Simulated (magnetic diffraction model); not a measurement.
# Solving a magnetic structure from powder neutron data: Na₂Mn₂SiTe₆

Space group Cc (no. 9), a = 12.2770 Å, b = 7.8220 Å, c = 12.2930 Å, β = 108.39°.

```
site  atom       x       y       z
  4a    Te  0.7998  0.2562  0.4329
  4a    Te  0.2687  0.4601  0.6635
  4a    Te  0.7998  0.5025  0.6944
  4a    Te  0.0316  0.7665  0.1967
  4a    Te  0.0974  0.8166  0.8731
  4a    Te  0.9925  0.7762  0.5196
  4a    Mn  0.6651  0.4334  0.4997
  4a    Mn  0.9732  0.9265  0.6891
  4a    Si  0.7275  0.2821  0.2468
  4a    Na  0.0113  0.4274  0.4959
  4a    Na  0.2948  0.3191  0.3429
```

This is a made-up structure (elements placed in a structure type, unrelaxed), so the numbers test the method and describe no known phase.

Only Mn is taken to order (form factors of Mn2+); orders and moment sizes are assumed, and not adapted to the symmetry. Radiation: neutrons of λ = 1.8 Å, 3° to 30°; isotropic B of 0.4 Å² (Te), 0.55 Å² (Mn), 0.52 Å² (Si) and 0.69 Å² (Na). Simulated constant-wavelength pattern: nuclear and magnetic terms add, the magnetic one as |2.695 fm × Σ f S⊥ exp(2πi Q·r) exp(−B s²)|², summed over all Q at one angle with the factor 1/(sin²θ cos θ). For collinear order S is the moment m, which repeats by lattice and centring translations R with the sign exp(−2πi k·R). Free-ion form factors, Sears's scattering lengths of 1992, no absorption; a label names one of the reflections at its angle. The strongest nuclear line in the range is 100, and lines under 0.2 are left out.

Above the ordering temperature:

| 2θ (°) | index | I |
| --- | --- | --- |
| 15.93 | (1 1 0) | 45.1 |
| 16.82 | (1 1 -1) | 62.3 |
| 17.75 | (0 0 2) | 18.5 |
| 17.78 | (2 0 0) | 34.4 |
| 19.58 | (1 1 1) | 24.0 |
| 20.82 | (2 0 -2) | 100.0 |
| 21.72 | (1 1 -2) | 5.7 |
| 25.98 | (1 1 2) | 51.0 |
| 26.61 | (0 2 0) | 87.9 |
| 28.09 | (0 2 1) | 3.2 |
| 28.72 | (1 1 -3) | 73.9 |
| 28.75 | (3 1 -1) | 73.7 |
| 29.01 | (2 0 2) | 96.2 |
| 29.99 | (3 1 0) | 11.3 |

Below it (cell unchanged):

```tsv
2θ (°)	I
8.39	34.4
9.76	130.3
14.24	11.4
14.26	10.9
15.93	45.1
16.67	17.7
16.68	17.3
16.82	62.3
16.93	1.3
17.75	18.5
17.78	34.4
19.58	24.0
20.55	2.8
20.82	100.0
21.72	5.7
22.27	0.7
22.30	0.8
22.66	33.6
23.03	17.3
23.05	17.6
24.96	3.8
24.99	3.3
25.18	10.0
25.18	9.8
25.35	0.7
25.98	51.0
26.61	87.9
26.95	8.7
28.09	3.2
28.72	73.9
28.75	73.7
29.01	96.2
29.26	0.7
29.28	0.8
29.56	0.2
29.99	11.3
```

**Question.** Check that the new lines index with k = (1/2 1/2 1/2), then choose among these models:
A. collinear moments along [110], 2.58 μB on Mn; signs + at (0.6651, 0.4334, 0.4997), − at (0.6651, 0.5666, 0.9997), − at (0.9732, 0.9265, 0.6891), + at (0.9732, 0.0735, 0.1891)
B. collinear moments along [010], 2.58 μB on Mn; signs + at (0.6651, 0.4334, 0.4997), − at (0.6651, 0.5666, 0.9997), − at (0.9732, 0.9265, 0.6891), + at (0.9732, 0.0735, 0.1891)
C. collinear moments along [010], 2.58 μB on Mn; signs + at (0.6651, 0.4334, 0.4997), + at (0.6651, 0.5666, 0.9997), + at (0.9732, 0.9265, 0.6891), + at (0.9732, 0.0735, 0.1891)
D. collinear moments along [110], 2.58 μB on Mn; signs + at (0.6651, 0.4334, 0.4997), + at (0.6651, 0.5666, 0.9997), + at (0.9732, 0.9265, 0.6891), + at (0.9732, 0.0735, 0.1891)

The new lines index as (1/2 1/2 -1/2) at 8.39°, (1/2 1/2 1/2) at 9.76°, (1/2 1/2 -3/2) at 14.24° and (-3/2 1/2 1/2) at 14.26°, that is as H ± k with k = (1/2 1/2 1/2), one of 2 inequivalent arms of its star (k and −k counted as one), which a powder can't tell apart. Half indices mean that the moments reverse under translations with k·R a half-integer, and the magnetic cell has twice the primitive volume.

Magnetic intensity, observed (below minus above) and for each model:

| 2θ (°) | index | observed | A | B | C | D |
| --- | --- | --- | --- | --- | --- | --- |
| 9.76 | (1/2 1/2 1/2) | 130.3 | 113.3 | 130.3 | <0.2 | <0.2 |
| 16.93 | (-3/2 1/2 3/2) | 1.3 | 1.2 | 1.3 | 58.7 | 57.1 |
| 20.55 | (-1/2 3/2 1/2) | 2.8 | 38.5 | 2.8 | <0.2 | 0.3 |
| 22.27 | (1/2 1/2 -5/2) | 0.7 | 0.7 | 0.7 | 33.3 | 32.8 |
| 22.30 | (5/2 1/2 -1/2) | 0.8 | <0.2 | 0.8 | 32.9 | 2.9 |
| 22.66 | (3/2 -1/2 3/2) | 33.6 | 33.1 | 33.6 | <0.2 | <0.2 |
| 23.61 | (-1/2 3/2 3/2) | <0.2 | <0.2 | <0.2 | 11.4 | 35.9 |
| 25.18 | (1/2 -3/2 3/2) | 10.0 | 24.7 | 10.0 | <0.2 | 0.2 |

Model B matches.

The structure used: k = (1/2 1/2 1/2), collinear moments along [010], 2.58 μB on Mn; signs + at (0.6651, 0.4334, 0.4997), − at (0.6651, 0.5666, 0.9997), − at (0.9732, 0.9265, 0.6891), + at (0.9732, 0.0735, 0.1891).

[Logs are printed without paths, hosts, clocks, repeated set-up lines and the standing remarks that a program may print on its own settings, such as how far it seeks lower states.]
